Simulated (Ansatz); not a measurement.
## Work function of Mo(110): what the settings cost and change

Aim: the numerical settings behind the work function of Mo(110), with the cost of each.

Main program and level: Ansatz 0.2.0; plane-wave DFT, PBE, Ansatz PAW.

Experimental background.

“Anisotropic work function of elemental crystals” (2019, arxiv:1902.07811) quotes from earlier work for Mo (clean (110) face, a compiled value): work function (clean (110) face, a compiled value) 4.95 eV.

Most raw output is cut from this account.

## 1. The structure

The cell holds 7 atoms: 7 Mo. Its edges and angles: a = 2.728 Å, b = 2.728 Å, c = 31.364 Å, α = 90.0°, β = 90.0°, γ = 70.5°. Vacuum lies along c.

## 2. Run, setting cutoff 200 eV

A work function rests on the faint tail of the density, so the SCF threshold is tight. The cutoff is raised first; then mesh and smearing are varied at the default cutoff.

Input file input.yaml:

```yaml
crystal:
  lattice:
    - [2.2273863607, -1.575, 0.0]
    - [2.2273863607, 1.575, 0.0]
    - [0.0, 0.0, 31.3643181644]
  atoms:
    - { symbol: Mo, position: [0.0, 0.0, 0.2869502838] }
    - { symbol: Mo, position: [0.5, 0.5, 0.3579668559] }
    - { symbol: Mo, position: [0.0, 0.0, 0.4289834279] }
    - { symbol: Mo, position: [0.5, 0.5, 0.5] }
    - { symbol: Mo, position: [0.0, 0.0, 0.5710165721] }
    - { symbol: Mo, position: [0.5, 0.5, 0.6420331441] }
    - { symbol: Mo, position: [0.0, 0.0, 0.7130497162] }
kpoints:
  mp_grid: { grid: [16, 16, 1] }
hamiltonian:
  xc: pbe
scf:
  occupations: { method: fermi_dirac, width: 0.1 }
  convergence: { dr2_threshold: 1.0e-09 }
efield:
  axis: 3
  dipole_correction: true
  ramp_position: 0.97
  ramp_width: 0.06
basis:
  ecutwfc: "200 eV"
output:
  write_potential: true
  write_density: true
  volumetric_format: npy
  elf: true
```

The run is started by

```console
$ ansatz run input.yaml --threads 2 --pin off --max-ram 3072MiB --backend cpu --events-out ev --progress --plain --runs-dir out
```

It took 34 s on 2 threads of Intel Xeon 6975P-C (Granite Rapids), shared host; peak memory 0.67 GiB; 67 s of CPU time.

Numbers from this step:

```yaml
energy_at_zero_smearing: -34663.6111 eV
work_function_upper_face: 4.830 eV
```

Running mean over 2.227 Å of the planar mean; the ramp of the sawtooth is left out. The electron's electrostatic potential energy less the Fermi level by z:

| z (Å) | electron's electrostatic potential energy less the Fermi level (eV) |
| --- | --- |
| 4 | 4.79 |
| 5 | 4.74 |
| 6 | 4.57 |
| 7 | 3.16 |
| 8 | -6.05 |
| 9 | -12.6 |
| 10 | -12.8 |
| 11 | -13.0 |
| 12 | -13.0 |
| 13 | -13.0 |
| 14 | -12.9 |
| 15 | -12.9 |
| 16 | -12.9 |
| 17 | -12.9 |
| 18 | -13.0 |
| 19 | -13.0 |
| 20 | -13.0 |
| 21 | -12.9 |
| 22 | -12.7 |
| 23 | -9.96 |
| 24 | 1.07 |
| 25 | 4.36 |
| 26 | 4.71 |
| 27 | 4.77 |
| 28 | 4.80 |

Valence density in the ca plane at fractional y = 0.000, with atoms of Mo within 0.2 Å of it. It is the smooth field of the valence electrons, not physical close to the nuclei.

Values in e/Å³, 5 rows by 16 columns, each cell a mean:
```
0.3 1.9 4.5 0.5 0.3 0.5 4.3 2.1 0.3 0.3 2.0 4.5 0.3 0.0 0.0 0.0
0.3 0.5 1.0 0.3 0.3 0.3 1.0 0.5 0.3 0.3 0.5 1.0 0.1 0.0 0.0 0.0
0.3 0.3 0.4 0.3 0.3 0.3 0.4 0.3 0.3 0.3 0.3 0.4 0.1 0.0 0.0 0.0
0.3 0.8 2.0 0.3 0.3 0.3 1.9 0.9 0.3 0.3 0.9 2.0 0.2 0.0 0.0 0.0
0.3 2.3 5.3 0.6 0.3 0.5 5.1 2.6 0.3 0.3 2.5 5.2 0.4 0.0 0.0 0.0
```
Columns run along c (16.0 Å, from fractional 0.36 to 0.87 of the cell), rows up along a (2.7 Å). Atoms in or near the plane, at fractional coordinates: Mo at (0.43, 0.00), Mo at (0.57, 0.00), Mo at (0.71, 0.00).

ELF in the ca plane at fractional y = 0.000, with atoms of Mo within 0.2 Å of it. It is the smooth field of the valence electrons, not physical close to the nuclei.

Ten even steps from '0' (0.00) to '9' (0.74), each cell a mean:
```
45438989635545536979735544544988941000000000
34525897335434533798425434543699721100000000
45542453355444553354345444553355332110000000
45554444555444555444455544555444553210000000
45553343455444554343355544554344443210000000
34533675245434543586335433553477522100000000
45437999435444535999625544543899831000000000
45439869635545537958835545645967951000000000
```
Columns run along c (16.0 Å, from fractional 0.36 to 0.87 of the cell), rows up along a (2.7 Å). Atoms in or near the plane, at fractional coordinates: Mo at (0.43, 0.00), Mo at (0.57, 0.00), Mo at (0.71, 0.00).

Electrostatic potential energy in the ca plane at fractional y = 0.000, with atoms of Mo within 0.2 Å of it. With pseudopotentials it is smooth inside the atoms' cores, unlike the true potential.

Ten even steps from '0' (-73 eV) to '9' (13 eV), each cell a mean:
```
99984001689999985100489999997200279999999999
99986334799999997424689999998533589999999999
99998778899999998777899999999877899999999999
99999889999999999988999999999988999999999999
99999888999999999888999999999888899999999999
99997556899999998655799999998755789999999999
99985103689999986202589999997311479999999999
99973001589999985000379999986100268999999999
```
Columns run along c (16.0 Å, from fractional 0.36 to 0.87 of the cell; values clipped at the 3rd and 97th percentile), rows up along a (2.7 Å). Atoms in or near the plane, at fractional coordinates: Mo at (0.43, 0.00), Mo at (0.57, 0.00), Mo at (0.71, 0.00).

The work function is 4.830 eV. The program marks this work function as in doubt.

## 3. Slab

Edit input.yaml of step 2 so:

```diff
@@ -26,3 +26,3 @@
 basis:
-  ecutwfc: "200 eV"
+  ecutwfc: "300 eV"
 output:
@@ -31,2 +31 @@
   volumetric_format: npy
-  elf: true
```

The job ended after 53 s (2 threads; peak memory 0.95 GiB; 1.7 min of CPU time).

The work function is 4.662 eV, -0.168 eV from the run “cutoff 200 eV”, at 1.6 times its CPU time.

## 4. Slab

Edit input.yaml of step 3 so:

```diff
@@ -26,3 +26,3 @@
 basis:
-  ecutwfc: "300 eV"
+  ecutwfc: "420 eV"
 output:
```

The job ended after 87 s (2 threads; peak memory 1.3 GiB; 2.8 min of CPU time).

The work function is 4.660 eV, -0.170 eV from the run “cutoff 200 eV”, at 2.6 times its CPU time.

## 5. Slab

Edit input.yaml of step 4 so:

```diff
@@ -26,3 +26,3 @@
 basis:
-  ecutwfc: "420 eV"
+  ecutwfc: "600 eV"
 output:
```

Elapsed: 2.6 min, on 2 threads; peak memory 2 GiB.

The work function is 4.660 eV, +0.000 eV from the run “cutoff 420 eV”, at 1.8 times its CPU time.

## 6. Run

Edit input.yaml of step 5 so:

```diff
@@ -14,3 +14,3 @@
 kpoints:
-  mp_grid: { grid: [16, 16, 1] }
+  mp_grid: { grid: [3, 3, 1] }
 hamiltonian:
@@ -25,4 +25,2 @@
   ramp_width: 0.06
-basis:
-  ecutwfc: "600 eV"
 output:
```

It took 5.3 s on 2 threads; peak memory 0.48 GiB; 8.5 s of CPU time.

The work function is 4.931 eV, +0.271 eV from the run “cutoff 420 eV”, at 0.050 times its CPU time.

## 7. Slab

Edit input.yaml of step 6 so:

```diff
@@ -14,3 +14,3 @@
 kpoints:
-  mp_grid: { grid: [3, 3, 1] }
+  mp_grid: { grid: [5, 5, 1] }
 hamiltonian:
```

It took 12 s on 2 threads; peak memory 0.56 GiB; 22 s of CPU time.

The work function is 4.584 eV, -0.076 eV from the run “cutoff 420 eV”, at 0.13 times its CPU time.

## 8. Slab

Edit input.yaml of step 7 so:

```diff
@@ -14,3 +14,3 @@
 kpoints:
-  mp_grid: { grid: [5, 5, 1] }
+  mp_grid: { grid: [11, 11, 1] }
 hamiltonian:
```

Run time: 44 s. Hardware: 2 threads; peak memory 0.88 GiB.

The work function is 4.646 eV, -0.014 eV from the run “cutoff 420 eV”, at 0.50 times its CPU time.

## 9. Slab

Edit input.yaml of step 8 so:

```diff
@@ -14,3 +14,3 @@
 kpoints:
-  mp_grid: { grid: [11, 11, 1] }
+  mp_grid: { grid: [24, 24, 1] }
 hamiltonian:
```

Run time: 3.1 min. Hardware: 2 threads; peak memory 2.4 GiB; 6.2 min of CPU time.

The work function is 4.661 eV, +0.001 eV from the run “cutoff 420 eV”, at 2.2 times its CPU time.

## 10. Slab

Edit input.yaml of step 9 so:

```diff
@@ -14,3 +14,3 @@
 kpoints:
-  mp_grid: { grid: [24, 24, 1] }
+  mp_grid: { grid: [16, 16, 1] }
 hamiltonian:
@@ -18,3 +18,3 @@
 scf:
-  occupations: { method: fermi_dirac, width: 0.1 }
+  occupations: { method: gaussian, width: 0.05 }
   convergence: { dr2_threshold: 1.0e-09 }
```

Run time: 60 s. Hardware: 2 threads; peak memory 1.2 GiB.

The work function is 4.667 eV, +0.008 eV from the run “cutoff 420 eV”, at 0.69 times its CPU time.

## 11. Run

Edit input.yaml of step 10 so:

```diff
@@ -18,3 +18,3 @@
 scf:
-  occupations: { method: gaussian, width: 0.05 }
+  occupations: { method: methfessel_paxton, width: 0.2 }
   convergence: { dr2_threshold: 1.0e-09 }
```

It took 67 s on 2 threads; peak memory 1.4 GiB.

The work function is 4.656 eV, -0.004 eV from the run “cutoff 420 eV”, at 0.78 times its CPU time.

## 12. Slab

Edit input.yaml of step 11 so:

```diff
@@ -18,3 +18,3 @@
 scf:
-  occupations: { method: methfessel_paxton, width: 0.2 }
+  occupations: { method: fermi_dirac, width: 0.3 }
   convergence: { dr2_threshold: 1.0e-09 }
```

It took 83 s on 2 threads; peak memory 1.6 GiB.

The work function is 4.695 eV, +0.035 eV from the run “cutoff 420 eV”, at 0.97 times its CPU time.

## 13. Slab

Edit input.yaml of step 12 so:

```diff
@@ -18,3 +18,3 @@
 scf:
-  occupations: { method: fermi_dirac, width: 0.3 }
+  occupations: { method: cold, width: 0.1 }
   convergence: { dr2_threshold: 1.0e-09 }
```

The job ended after 36 s (2 threads; peak memory 1.2 GiB; 70 s of CPU time).

The work function is 4.656 eV, -0.003 eV from the run “cutoff 420 eV”, at 0.41 times its CPU time.

## 14. Comparing the runs

Times are for 2 threads of Intel Xeon 6975P-C (Granite Rapids), shared host. Results by setting:

| no. | setting | work function, upper face (eV) | time | memory (GiB) |
| --- | --- | --- | --- | --- |
| 1 | cutoff 200 eV | 4.830 | 34 s | 0.67 |
| 2 | cutoff 300 eV | 4.662 | 53 s | 0.95 |
| 3 | cutoff 420 eV | 4.660 | 87 s | 1.3 |
| 4 | cutoff 600 eV | 4.660 | 2.6 min | 2.0 |
| 5 | mesh 3x3 | 4.931 | 5.3 s | 0.48 |
| 6 | mesh 5x5 | 4.584 | 12 s | 0.56 |
| 7 | mesh 11x11 | 4.646 | 44 s | 0.88 |
| 8 | mesh 24x24 | 4.661 | 3.1 min | 2.4 |
| 9 | Gaussian smearing 0.05 eV | 4.667 | 60 s | 1.2 |
| 10 | methfessel_paxton smearing 0.2 eV | 4.656 | 67 s | 1.4 |
| 11 | fermi_dirac smearing 0.3 eV | 4.695 | 83 s | 1.6 |
| 12 | cold smearing 0.1 eV | 4.656 | 36 s | 1.2 |

## 15. Varying the input

An input spoilt on purpose, to show how the run answers: it repeats the earlier run “cutoff 200 eV” with efield.ramp_position from 0.97 to 0.475, and scf.max_iter set to 100; its output block differs too.

Edit input.yaml of step 13 so:

```diff
@@ -18,4 +18,5 @@
 scf:
-  occupations: { method: cold, width: 0.1 }
+  occupations: { method: fermi_dirac, width: 0.1 }
   convergence: { dr2_threshold: 1.0e-09 }
+  max_iter: 100
 efield:
@@ -23,4 +24,6 @@
   dipole_correction: true
-  ramp_position: 0.97
+  ramp_position: 0.475
   ramp_width: 0.06
+basis:
+  ecutwfc: "200 eV"
 output:
```

Wall time 0.2 s (2 threads); peak memory 0.34 GiB.

The input was rejected at the start.

The program's message: “Error: efield: ion 3 (Mo) at fractional coordinate 0.5000 along the field axis lies inside the sawtooth ramp with 2 of the planes that the density is read on at each end, [0.4617, 0.5483] — the ramp m …”

The fault put into the input: the ramp among the atoms.

## 16. Outcome

- work function, cutoff 420 eV: 4.660 eV
- work function, cutoff 600 eV: 4.660 eV
- work function, mesh 3x3: 4.931 eV
- work function, mesh 5x5: 4.584 eV

In words: The run at the highest cutoff gives 4.66 eV, and the settings tried spread the value from 4.58 to 4.93 eV. Against 600 eV, a cutoff of 200 eV is off by +0.170 eV. Against 600 eV, a cutoff of 420 eV is off by -0.000 eV. Against the finest mesh, 24 points along a, the coarser ones are off by +0.27 (3), -0.08 (5) and -0.01 (11) eV. The smearing schemes and widths spread it over 0.04 eV. The program marks the value as in doubt in “cutoff 200 eV”. The ladder's slabs use the tabulated experimental lattice constant (two decimals; a low-temperature value for the alkali metals). In 1 run of the series (cutoff 200 eV) the program warns that electrons reach the sawtooth's ramp, which makes dipole and work function less sure.

Computed beside measured:

| quantity | measured | cutoff 600 eV |
| --- | --- | --- |
| work function (clean (110) face, a compiled value) (eV) | 4.95 | 4.66 (-0.29 eV) |

Measured values from arxiv:1902.07811 (2019).

**Verdict.** The work function is off by -0.29 eV: fair agreement. The grades are ours: good and fair within 3 and 7 % for the work function. No cell relaxation is part of this session.

[Logs are printed without paths, hosts, clocks, repeated set-up lines and the standing remarks that a program may print on its own settings, such as how far it seeks lower states.]

[Hosts, paths, dates, database ids (printed as entryN), source tags and the programs' standing remarks are cut or masked in the printed files.]

[Maps of the electrostatic potential energy from Ansatz leave out the sawtooth potential of an applied field or a dipole correction, so their vacuum need not be flat; planar profiles and work functions include it.]
